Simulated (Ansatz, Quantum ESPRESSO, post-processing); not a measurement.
# Ni(100), 7 layers: vacuum level and surface dipole, part 7 of 7

How much energy does it take to lift an electron out of Ni(100), 7 layers, and how far do the settings matter?

Quantum ESPRESSO 7.5; plane-wave DFT, PBE, GBRV ultrasoft pseudopotentials; cross-check by Ansatz 0.2.0 with PAW datasets.

So far. Step 14 (Potential by pp.x): The upper face goes from 4.902 eV (PBE, GBRV) to 5.262 eV, a change of +0.360 eV.

## 15. The same in Ansatz

A second code with its own PAW datasets, on the same atoms.

Level of this step: plane-wave DFT, PBE, Ansatz PAW (Ansatz 0.2.0).

File input.yaml:

```yaml
crystal:
  lattice:
    - [2.4890158698, 0.0, 0.0]
    - [0.0, 2.4890158698, 0.0]
    - [0.0, 0.0, 26.56]
  atoms:
    - { symbol: Ni, position: [0.0, 0.0, 0.3033971608], spin: 0.7 }
    - { symbol: Ni, position: [0.5, 0.5, 0.367017797], spin: 0.7 }
    - { symbol: Ni, position: [0.0, 0.0, 0.4337349398], spin: 0.7 }
    - { symbol: Ni, position: [0.5, 0.5, 0.5], spin: 0.7 }
    - { symbol: Ni, position: [0.0, 0.0, 0.5662650602], spin: 0.7 }
    - { symbol: Ni, position: [0.5, 0.5, 0.632982203], spin: 0.7 }
    - { symbol: Ni, position: [0.0, 0.0, 0.6966028392], spin: 0.7 }
magnetization:
  spin_polarized: true
kpoints:
  mp_grid: { grid: [12, 12, 1] }
hamiltonian:
  xc: pbe
scf:
  occupations: { method: fermi_dirac, width: 0.1 }
  convergence: { dr2_threshold: 1.0e-08 }
efield:
  axis: 3
  dipole_correction: true
  ramp_position: 0.97
  ramp_width: 0.04
output:
  write_potential: true
  write_density: true
  volumetric_format: npy
```

The run is started by

```console
$ ansatz run input.yaml --threads 4 --pin off --max-ram 16384MiB --backend cpu --events-out ev --progress --plain --runs-dir out
```

Numbers of over 12 decimals in the logs are rounded to 6 here.

The program printed:

```text
Engine: ansatz 0.2.0, aarch64-unknown-linux-gnu
Pseudopotentials: kind: paw
Pseudopotential: Ni, paw, valence charge 18, recommended cutoff 420 eV (normal), Ni.paw.azcp
Functional definition: PBE
  parameter kappa = 0.804
  parameter beta = 0.066725
  exchange = pbe_x(kappa = kappa, mu = beta*pi^2/3)
  correlation = pbe_c(beta = beta)
Crystal: 7 atoms, lattice volume = 164.545 Å³
Basis set: ecut = 420 eV, 3185 PW (Γ)
Bands: 79, of which v1, the nominal top of the filled ones, is band 63 counted from 1 (62 counted from 0)
Symmetry: 8 space group operations
k-points: 28 of 144
Non-local potential: Ni, projectors of the file, l = 0: 3, l = 1: 2, l = 2: 3, l = 3: 1
PAW form: soft (Blöchl's): semilocal exchange-correlation on the pseudo side does not see the compensation charge
PAW one-centre angular grid: Ni, 590 points (default); XC on 64 Gauss nodes
Initial density: superposition of atomic densities (neutral atoms: chi_scale 0, normalization atom)
Starting moments: Σ|m| = 4.9 μB on 7 of 7 sites
Initial wavefunctions: pseudopotential atomic-orbital guess
Functional: x = pbe(κ = 0.804, μ = 0.219515), c = pbe(β = 0.066725)
SCF iter   1: F=—  HF=-40870.290897 eV  |F-HF|=—  |Δ(HF+E_count)|=         —  Δρ=4.64e-2 (↑2.28e-2 ↓4.64e-2)  dr2=7.40e0  dr2_m=1.35e0  M=5.896 μB ∫|m|=6.175 μB  β_m=1.00  ethr=3.10e-3  p=0.000 e·Å  D=3.60e-6 V/Å  ΔV_dip=-0.00 eV  dr2_dipole=3.59e-7  V_vac-E_F(+/−)=7.21/7.21 eV  ⟨swp⟩=9.2  Hψ=20718  notcnv=0  defer=108
Mixer restart at iter 1: flushing history
efield: sawtooth ramp at fractional position 0.9700 (set: `efield.ramp_position`, or a place that a band, a saddle search or an elastic batch's reference lends), width 0.0400; the density the first Hamiltonian is built on has a dipole p = 0.000 e·Å; the dipole correction subtracts the counter field D = 3.60e-6 V/Å, which shifts the + side's vacuum level by -0.00 eV against the − side's; the planar-averaged density in the ramp window peaks in size at 4.9e-6 e/Å³
preconditioner: auto → LDOS  [metal: Δε(μ)=0.003 eV  Ē_g=7.666 eV  σ=0.100 eV  W_gap=0.01  n_scr=42 (ndim 8)  ℏωp=24.2 eV  f_vac=0.493  D(μ)=12.25/eV (n_scr^D=150)]
spin=Collinear: LDOS preconditioning applied to the charge; magnetization (m = ρ↑ − ρ↓) channel mixes plain (no charge-response kernel on spin).
SCF iter   2: F=—  HF=-40870.507310 eV  |F-HF|=—  |Δ(HF+E_count)|=   2.16e-1  Δρ=1.49e-2 (↑1.36e-2 ↓1.49e-2)  dr2=1.14e0  dr2_m=2.68e-2  M=5.532 μB ∫|m|=6.060 μB  β_m=0.30  ethr=3.10e-3  p=0.000 e·Å  D=1.54e-5 V/Å  ΔV_dip=-0.00 eV  dr2_dipole=1.09e-4  V_vac-E_F(+/−)=6.23/6.23 eV  ⟨swp⟩=2.6  Hψ=7460  notcnv=0  defer=237
density mixer auto → msr1: a metal under ldos (density of states about μ 3.68 of a free-electron gas's, 42 screened modes)
SCF iter   3: F=—  HF=-40872.938853 eV  |F-HF|=—  |Δ(HF+E_count)|=    2.43e0  Δρ=1.02e-2 (↑6.18e-3 ↓1.02e-2)  dr2=2.71e-1  dr2_m=3.72e-2  M=5.397 μB ∫|m|=5.950 μB  β_m=0.47  ethr=9.05e-4  p=0.000 e·Å  D=6.83e-5 V/Å  ΔV_dip=-0.00 eV  dr2_dipole=2.12e-4  V_vac-E_F(+/−)=5.81/5.81 eV  ⟨swp⟩=2.5  Hψ=6917  notcnv=0  defer=252
SCF iter   4: F=—  HF=-40875.615092 eV  |F-HF|=—  |Δ(HF+E_count)|=    2.68e0  Δρ=1.25e-2 (↑5.06e-3 ↓1.25e-2)  dr2=2.50e-1  dr2_m=4.76e-2  M=5.016 μB ∫|m|=5.627 μB  β_m=0.61  ethr=2.15e-4  p=0.000 e·Å  D=6.64e-5 V/Å  ΔV_dip=-0.00 eV  dr2_dipole=7.36e-5  V_vac-E_F(+/−)=5.28/5.28 eV  ⟨swp⟩=2.7  Hψ=8586  notcnv=0  defer=256
SCF iter   5: F=—  HF=-40876.416998 eV  |F-HF|=—  |Δ(HF+E_count)|=   8.02e-1  Δρ=5.54e-3 (↑3.00e-3 ↓5.54e-3)  dr2=7.83e-2  dr2_m=6.34e-3  M=4.778 μB ∫|m|=5.386 μB  β_m=0.81  ethr=1.98e-4  p=0.000 e·Å  D=1.60e-5 V/Å  ΔV_dip=-0.00 eV  dr2_dipole=6.26e-7  V_vac-E_F(+/−)=5.10/5.10 eV  ⟨swp⟩=2.2  Hψ=7417  notcnv=0  defer=267
SCF iter   6: F=—  HF=-40876.517256 eV  |F-HF|=—  |Δ(HF+E_count)|=   1.00e-1  Δρ=4.96e-3 (↑3.60e-3 ↓4.96e-3)  dr2=6.95e-2  dr2_m=1.74e-3  M=4.693 μB ∫|m|=5.317 μB  β_m=0.70  ethr=6.22e-5  p=0.000 e·Å  D=1.64e-5 V/Å  ΔV_dip=-0.00 eV  dr2_dipole=3.48e-8  V_vac-E_F(+/−)=4.99/4.99 eV  ⟨swp⟩=2.9  Hψ=9825  notcnv=0  defer=279
SCF iter   7: F=—  HF=-40876.502193 eV  |F-HF|=—  |Δ(HF+E_count)|=   1.51e-2  Δρ=2.69e-3 (↑8.98e-4 ↓2.69e-3)  dr2=1.17e-2  dr2_m=1.62e-3  M=4.667 μB ∫|m|=5.293 μB  β_m=0.59  ethr=5.52e-5  p=0.000 e·Å  D=6.72e-6 V/Å  ΔV_dip=-0.00 eV  dr2_dipole=3.50e-8  V_vac-E_F(+/−)=4.96/4.96 eV  ⟨swp⟩=2.1  Hψ=7307  notcnv=0  defer=280
SCF iter   8: F=—  HF=-40876.500032 eV  |F-HF|=—  |Δ(HF+E_count)|=   2.16e-3  Δρ=5.46e-4 (↑5.46e-4 ↓3.65e-4)  dr2=5.88e-4  dr2_m=9.46e-5  M=4.651 μB ∫|m|=5.280 μB  β_m=0.73  ethr=9.29e-6  p=0.000 e·Å  D=9.74e-7 V/Å  ΔV_dip=-0.00 eV  dr2_dipole=1.72e-7  V_vac-E_F(+/−)=4.91/4.91 eV  ⟨swp⟩=2.5  Hψ=7469  notcnv=0  defer=280
SCF iter   9: F=—  HF=-40876.500998 eV  |F-HF|=—  |Δ(HF+E_count)|=   9.66e-4  Δρ=2.98e-4 (↑1.35e-4 ↓2.98e-4)  dr2=2.13e-4  dr2_m=1.93e-5  M=4.659 μB ∫|m|=5.288 μB  β_m=0.67  ethr=4.67e-7  p=0.000 e·Å  D=2.38e-6 V/Å  ΔV_dip=-0.00 eV  dr2_dipole=4.43e-12  V_vac-E_F(+/−)=4.91/4.91 eV  ⟨swp⟩=2.9  Hψ=8323  notcnv=0  defer=280
SCF iter  10: F=—  HF=-40876.500953 eV  |F-HF|=—  |Δ(HF+E_count)|=   4.55e-5  Δρ=1.83e-4 (↑8.00e-5 ↓1.83e-4)  dr2=5.68e-5  dr2_m=9.99e-6  M=4.659 μB ∫|m|=5.289 μB  β_m=0.63  ethr=1.69e-7  p=0.000 e·Å  D=5.80e-6 V/Å  ΔV_dip=-0.00 eV  dr2_dipole=1.71e-8  V_vac-E_F(+/−)=4.91/4.91 eV  ⟨swp⟩=2.2  Hψ=6735  notcnv=0  defer=280
SCF iter  11: F=—  HF=-40876.500953 eV  |F-HF|=—  |Δ(HF+E_count)|=   1.07e-7  Δρ=6.40e-5 (↑5.79e-5 ↓6.40e-5)  dr2=1.33e-5  dr2_m=6.28e-7  M=4.660 μB ∫|m|=5.290 μB  β_m=0.54  ethr=4.51e-8  p=0.000 e·Å  D=2.77e-6 V/Å  ΔV_dip=-0.00 eV  dr2_dipole=1.80e-9  V_vac-E_F(+/−)=4.91/4.91 eV  ⟨swp⟩=2.5  Hψ=7365  notcnv=0  defer=280
SCF iter  12: F=—  HF=-40876.500949 eV  |F-HF|=—  |Δ(HF+E_count)|=   3.19e-6  Δρ=2.58e-5 (↑1.07e-5 ↓2.58e-5)  dr2=4.83e-7  dr2_m=4.49e-7  M=4.660 μB ∫|m|=5.290 μB  β_m=0.66  ethr=1.06e-8  p=0.000 e·Å  D=4.94e-6 V/Å  ΔV_dip=-0.00 eV  dr2_dipole=2.89e-10  V_vac-E_F(+/−)=4.91/4.91 eV  ⟨swp⟩=2.2  Hψ=6339  notcnv=0  defer=280
SCF iter  13: F=—  HF=-40876.500950 eV  |F-HF|=—  |Δ(HF+E_count)|=   6.26e-8  Δρ=9.80e-6 (↑7.30e-6 ↓9.80e-6)  dr2=5.42e-7  dr2_m=2.07e-8  M=4.660 μB ∫|m|=5.290 μB  β_m=0.67  ethr=3.83e-10  p=0.000 e·Å  D=2.86e-6 V/Å  ΔV_dip=-0.00 eV  dr2_dipole=6.20e-10  V_vac-E_F(+/−)=4.91/4.91 eV  ⟨swp⟩=2.9  Hψ=8058  notcnv=0  defer=280
SCF iter  14: F=—  HF=-40876.500950 eV  |F-HF|=—  |Δ(HF+E_count)|=   7.38e-8  Δρ=7.67e-6 (↑5.53e-6 ↓7.67e-6)  dr2=2.34e-7  dr2_m=4.92e-9  M=4.660 μB ∫|m|=5.290 μB  β_m=0.55  ethr=3.83e-10  p=0.000 e·Å  D=5.81e-6 V/Å  ΔV_dip=-0.00 eV  dr2_dipole=3.67e-9  V_vac-E_F(+/−)=4.91/4.91 eV  ⟨swp⟩=2.0  Hψ=6207  notcnv=0  defer=280
SCF iter  15: F=—  HF=-40876.500950 eV  |F-HF|=—  |Δ(HF+E_count)|=   1.77e-8  Δρ=3.07e-6 (↑2.57e-6 ↓3.07e-6)  dr2=3.10e-8  dr2_m=1.84e-9  M=4.660 μB ∫|m|=5.290 μB  β_m=0.48  ethr=1.86e-10  p=0.000 e·Å  D=3.97e-6 V/Å  ΔV_dip=-0.00 eV  dr2_dipole=1.08e-10  V_vac-E_F(+/−)=4.90/4.91 eV  ⟨swp⟩=2.0  Hψ=6120  notcnv=0  defer=280
SCF iter  16: F=—  HF=-40876.500950 eV  |F-HF|=—  |Δ(HF+E_count)|=  5.31e-10  Δρ=1.49e-6 (↑9.87e-7 ↓1.49e-6)  dr2=5.68e-9  dr2_m=6.18e-10  M=4.660 μB ∫|m|=5.290 μB  β_m=0.44  ethr=2.46e-11  p=0.000 e·Å  D=4.34e-6 V/Å  ΔV_dip=-0.00 eV  dr2_dipole=1.07e-11  V_vac-E_F(+/−)=4.90/4.90 eV  ⟨swp⟩=2.4  Hψ=7193  notcnv=0  defer=280
SCF iter  17: F=—  HF=-40876.500950 eV  |F-HF|=—  |Δ(HF+E_count)|=   5.52e-9  Δρ=1.71e-6 (↑5.76e-7 ↓1.71e-6)  dr2=1.63e-8  dr2_m=5.93e-10  M=4.660 μB ∫|m|=5.290 μB  β_m=0.60  ethr=4.51e-12  p=0.000 e·Å  D=4.34e-6 V/Å  ΔV_dip=-0.00 eV  dr2_dipole=1.19e-11  V_vac-E_F(+/−)=4.90/4.90 eV  ⟨swp⟩=2.5  Hψ=7475  notcnv=0  defer=280
SCF iter  18: F=-40876.500950 eV  HF=-40876.500950 eV  |F-HF|=6.54e-9  |Δ(HF+E_count)|=   5.23e-9  Δρ=1.34e-6 (↑3.77e-7 ↓1.34e-6)  dr2=7.58e-9  dr2_m=4.20e-10  M=4.660 μB ∫|m|=5.290 μB  ethr=4.51e-12  p=0.000 e·Å  D=4.35e-6 V/Å  ΔV_dip=-0.00 eV  dr2_dipole=1.93e-12  V_vac-E_F(+/−)=4.90/4.90 eV  ⟨swp⟩=10.8  Hψ=15697  notcnv=0
SCF 1 converged in 18 iterations: F = -40876.500950 eV  dr2 = 7.58e-9
  greatest PAW one-centre occupation: 1.001 electrons in one spin orbital (limit 2), on the Ni atom at site 0 (counted from 0), in its partial waves of l = 1
WARN: The output density's exchange-correlation potential varies sharply where the density is thin. Do not read a vacuum level from v_tot or v_xc, or from such a field of the output density. On a cell that repeats whose density bears no net charge and no dipole along the vacuum's axis use v_es (v_loc + v_h of the components); under efield.dipole_correction with no amplitude use v_es + v_field, which holds any externa [...]
SCF converged after 18 iterations
Magnetization: 4.6599 μB (65.3300 up, 60.6700 down)
Absolute magnetization: 5.2956 μB (∫|ρ↑−ρ↓|, with the PAW one-centre terms)
Spin contamination: 0.0617 ħ² per cell (⟨S²⟩ above its minimum at these occupations)
Per-site moments (μB) at R_I (Å): [(0.763267, 1.006441), (0.692235, 1.006441), (0.680492, 1.026719), (0.661174, 1.026719), (0.680492, 1.026719), (0.692235, 1.006441), (0.763267, 1.006441)]
Free energy (F): -40876.500950 eV
Harris-Foulkes:  -40876.500950 eV  (|F-HF|=6.54e-9)
Internal energy: -40876.108505 eV  (E = F + TS)
E sigma→0 (E₀):  -40876.304727 eV
Entropy (-TS):   -0.392445 eV (-56.064 meV/atom)
Fermi energy:    5.834772 eV
Dipole field:    D = 0.000006 V/Å  (p = 0.000006 e·Å, saw-weighted, corrected)
Work function:   Φ+ = 4.9046 eV   Φ− = 4.9048 eV
Levels:          The Fermi level and band energies are counted from a zero that moves with the ramp; work functions are not
--- Per-component energies (eV) ---
  E_band       = -3531.731928
  E_kinetic    = 1972.708256
  E_local      = -325965.217860  (includes V_loc(G=0)·N_el)
  E_nonlocal   = 4456.807590
  E_hartree    = 160225.775545
  E_xc         = -590.117784
  E_vxc        = -760.634189  (∫ρ·V_xc dr)
  E_paw        = -11413.826303  (= ΣΔE_a)
  E_vpaw       = -3686.932100  (= ΣTr[D̂ρ^β])
  E_aug_tail   = 0.003918  (compensation charges beyond the density's cutoff)
  E_efield     = 0.000000  (sawtooth field / dipole correction)
  E_vefield    = -0.000215  (∫n·V_field dr)
  E_ewald      = 130437.758133
  E_smearing   = -0.392445  (= −TS)
  E_closure    = 0.000000  (closes the sum)
  Σ components = -40876.500950   (vs F -40876.500950, Δ=0.00e0)
--- Band table (eV; the first three rows and the last of 56) ---
  k-point 0 ↑: bands = [... 59 lower, 4.8406, 4.9719, 5.1336, 5.1504, 5.1504, 5.2239, 5.2693, 5.3216, ... 12 higher]
  k-point 1 ↑: bands = [... 59 lower, 4.7786, 4.9939, 5.0142, 5.0175, 5.0322, 5.1829, 5.1837, 5.2700, ... 12 higher]
  k-point 2 ↑: bands = [... 59 lower, 4.6883, 4.7374, 4.9376, 4.9743, 5.0991, 5.2176, 5.2938, 5.3002, ... 12 higher]
  k-point 27 ↓: bands = [... 59 lower, 6.2648, 6.2654, 6.4770, 6.4770, 8.7103, 8.7103, 9.9686, 9.9686, ... 12 higher]
```

Wall time 57 s (4 threads of Arm Neoverse V1, shared host); peak memory 1.1 GiB; 3.6 min of CPU time.

Read from the output:

- free energy: -40876.5009 eV
- energy at zero smearing: -40876.3047 eV
- smearing term TS: 0.3924 eV
- Fermi energy: 5.835 eV
- magnetization: 4.660 μB
- absolute magnetization: 5.296 μB
- site moments: 0.7633, 0.6922, 0.6805, 0.6612, 0.6805, 0.6922, 0.7633 μB
- symmetry operations: 8
- work function of the upper face: 4.905 eV
- work function of the lower face: 4.905 eV
- dipole along the normal: 5.83e-6 e·Å

The potential energy (planar mean) oscillates, so the rows of the table below give means over windows of 1.77 Å about each position, cut where the curve ends. Its maxima inside the range that stand out by 2 % of the span (Å: eV): 8.9: -3.51, 10.6: -2.35, 12.4: -2.48, 14.2: -2.48, 15.9: -2.35, 17.7: -3.51. Its minima: 8.1: -17.2, 9.7: -17.5, 11.5: -17.4, 13.3: -17.5, 15.1: -17.4, 16.8: -17.5, 18.4: -17.2.

Electrostatic potential energy of an electron, with the sawtooth; zero at the Fermi level. Table of potential energy by z; means over each step:

```csv
z (Å),planar mean (eV),running mean (eV)
0.89,4.90,4.90
2.66,4.90,4.90
4.43,4.90,4.89
6.20,4.18,3.29
7.97,-9.73,-8.63
9.74,-10.5,-10.6
11.51,-10.3,-10.3
13.28,-10.3,-10.4
15.05,-10.3,-10.3
16.82,-10.5,-10.6
18.59,-9.76,-8.67
20.36,4.16,3.25
22.13,4.90,4.89
23.90,4.90,4.90
25.67,4.90,4.90
```

The valence density (density) oscillates, so the rows of the table below give means over windows of 1.77 Å about each position, cut where the curve ends. Its maxima inside the range that stand out by 2 % of the span (Å: e/Å³): 8.1: 3.87, 9.7: 3.98, 11.5: 3.98, 13.3: 3.98, 15.1: 3.98, 16.8: 3.98, 18.4: 3.87. Its minima: 8.9: 0.415, 10.6: 0.357, 12.4: 0.363, 14.2: 0.363, 15.9: 0.357, 17.7: 0.415.

Mean over planes. Table of valence density by z; means over each step:

```csv
z (Å),density (e/Å³),rho spin (e/Å³)
2.66,0,-5.1e-7
4.43,2.8e-4,-2.9e-5
6.20,0.0264,-5.3e-4
7.97,1.60,0.0666
9.74,1.65,0.0595
11.51,1.64,0.0585
13.28,1.64,0.0568
15.05,1.64,0.0585
16.82,1.65,0.0595
18.59,1.60,0.0666
20.36,0.0272,-5.2e-4
22.13,2.9e-4,-3.0e-5
23.90,0,-5.3e-7
```

Site moment by atom:

```csv
atom,site moment (μB)
Ni1,0.763
Ni2,0.692
Ni3,0.680
Ni4,0.661
Ni5,0.680
Ni6,0.692
Ni7,0.763
```

Ansatz gives 4.905 eV against 4.902 eV.

## 16. All levels side by side

All levels:

```csv
level,upper face (eV),lower face (eV),dipole (e Å),CPU time (s)
"QE PBE GBRV, periodic",4.902,4.902,-,1066
"QE PBE GBRV, ESM bc1",4.9,4.9,-,1463
"QE PBEsol PseudoDojo norm-conserving, periodic",5.012,5.012,-,2268
"QE PBE SG15 norm-conserving, periodic",4.886,4.886,-,1437
"QE LDA GBRV ultrasoft, periodic",5.262,5.262,-,980.4
"Ansatz PBE PAW, sawtooth",4.905,4.905,5.83e-6,217.7
```

The times are CPU seconds on a shared host; the codes use unlike cutoffs, datasets and smearings, so their times compare unlike work.

## 17. SCF with pw.x

Level of this step: plane-wave DFT, PBE, GBRV ultrasoft pseudopotentials (Quantum ESPRESSO 7.5).

File scf.w0.in:

```
&control
  prefix = 'scf.w0'
  outdir = './out'
  pseudo_dir = './pseudo'
  calculation = 'scf'
  tprnfor = .true.
/
&system
  ibrav = 0
  nat = 7
  ntyp = 1
  ecutwfc = 40
  ecutrho = 200
  occupations = 'smearing'
  smearing = 'mv'
  degauss = 0.02
  nspin = 2
  starting_magnetization(1) = 0.12
/
&electrons
  conv_thr = 1e-07
  mixing_beta = 0.4
  electron_maxstep = 120
  mixing_mode = 'local-TF'
  diagonalization = 'ppcg'
/
ATOMIC_SPECIES
  Ni  58.6934  ni_pbe_v1.4.uspp.F.UPF
CELL_PARAMETERS angstrom
  2.48901586977665 0.00000000000000 0.00000000000000
  0.00000000000000 2.48901586977665 0.00000000000000
  0.00000000000000 0.00000000000000 26.56000000000000
ATOMIC_POSITIONS crystal
  Ni  0.000000000000 0.000000000000 0.303397160800
  Ni  0.500000000000 0.500000000000 0.367017797000
  Ni  0.000000000000 0.000000000000 0.433734939800
  Ni  0.500000000000 0.500000000000 0.500000000000
  Ni  0.000000000000 0.000000000000 0.566265060200
  Ni  0.500000000000 0.500000000000 0.632982203000
  Ni  0.000000000000 0.000000000000 0.696602839200
K_POINTS automatic
  12 12 1 0 0 0
```

The run is started by

```console
$ OMP_NUM_THREADS=1 mpirun -n 4 pw.x -nk 4 -in scf.w0.in > scf.w0.out
```

The program printed:

```text
[banner, memory and clock lines left out]
Program PWSCF v.7.5 starts

          URL

 %%%%%%%%%%%%%%%%%%%%%%%%%%%%%%%%%%%%%%%%%%%%%%%%%%%%%%%%%%%%%%%%%%%%%%%%%%%%%%
     Error in routine iosys (1):
     PPCG diagonalization not supported anymore (Dec. 2024)
 %%%%%%%%%%%%%%%%%%%%%%%%%%%%%%%%%%%%%%%%%%%%%%%%%%%%%%%%%%%%%%%%%%%%%%%%%%%%%%

     stopping ...
[the rest left out]
```

Elapsed: 0.48 s, on 4 MPI ranks; peak memory 0.11 GiB.

The input was rejected at the start.

The fault put into the input: an eigensolver that this release has dropped (electrons.diagonalization = "ppcg").

The message: “iosys (1): PPCG diagonalization not supported anymore (Dec. 2024)”. This release no longer has that solver; david, paro or rmm-davidson serve.

## 18. The arithmetic

In the first self-consistent run, on its own zero, the Fermi level is 5.707 eV and the upper vacuum level 10.609 eV: φ = 10.609 − (5.707) = 4.902 eV.

## 19. Results

| Property | Result |
| --- | --- |
| work function of the upper face, PBE, GBRV | 4.90 eV |
| work function of the lower face, PBE, GBRV | 4.90 eV |
| upper face by ESM | 4.90 eV |
| upper face by Ansatz | 4.90 eV |

At the first level (PBE, GBRV ultrasoft) the work function comes to 4.90 eV on both faces. ESM differs from the periodic treatment by -2 meV on the upper face and -2 meV on the lower. Over the levels tried the upper face spans 4.89 eV (QE PBE SG15 norm-conserving, periodic) to 5.26 eV (QE LDA GBRV ultrasoft, periodic). Quantum ESPRESSO and Ansatz give 4.90 and 4.90 eV for the upper face, which agree. Ansatz ran with Fermi-Dirac smearing of 0.1 eV against cold smearing of 0.02 Ry, which alone can move a level by some tens of meV. With 12×12 points and so few layers the values hold to some 0.05 to 0.1 eV. The slab is cut at a tabulated measured bulk lattice constant, given to two decimals.

Comparison with the measured values:

| quantity | measured | QE PBE GBRV | QE PBE GBRV, ESM bc1 | QE PBEsol PseudoDojo | QE PBE SG15 | QE LDA GBRV | Ansatz PBE PAW |
| --- | --- | --- | --- | --- | --- | --- | --- |
| work function (clean (100) face) (eV) | 5.17 | 4.90 (-0.27 eV) | 4.90 (-0.27 eV) | 5.01 (-0.16 eV) | 4.89 (-0.28 eV) | 5.26 (+0.09 eV) | 4.90 (-0.27 eV) |

Measured values from arxiv:1902.07811 (2019).

**Verdict.** For the work function, of the levels listed nearest comes QE LDA GBRV (+0.09 eV, good agreement) and farthest QE PBE SG15 (-0.28 eV, fair agreement). The grades are ours: good and fair within 3 and 7 % for the work function. Other measurements of the same face can differ from the value quoted by 0.1 to 0.2 eV.

[Logs are printed without paths, hosts, clocks, repeated set-up lines and the standing remarks that a program may print on its own settings, such as how far it seeks lower states.]

[Hosts, paths, dates, database ids (printed as entryN), source tags and the programs' standing remarks are cut or masked in the printed files.]

[Maps of the electrostatic potential energy from Ansatz leave out the sawtooth potential of an applied field or a dipole correction, so their vacuum need not be flat; planar profiles and work functions include it.]
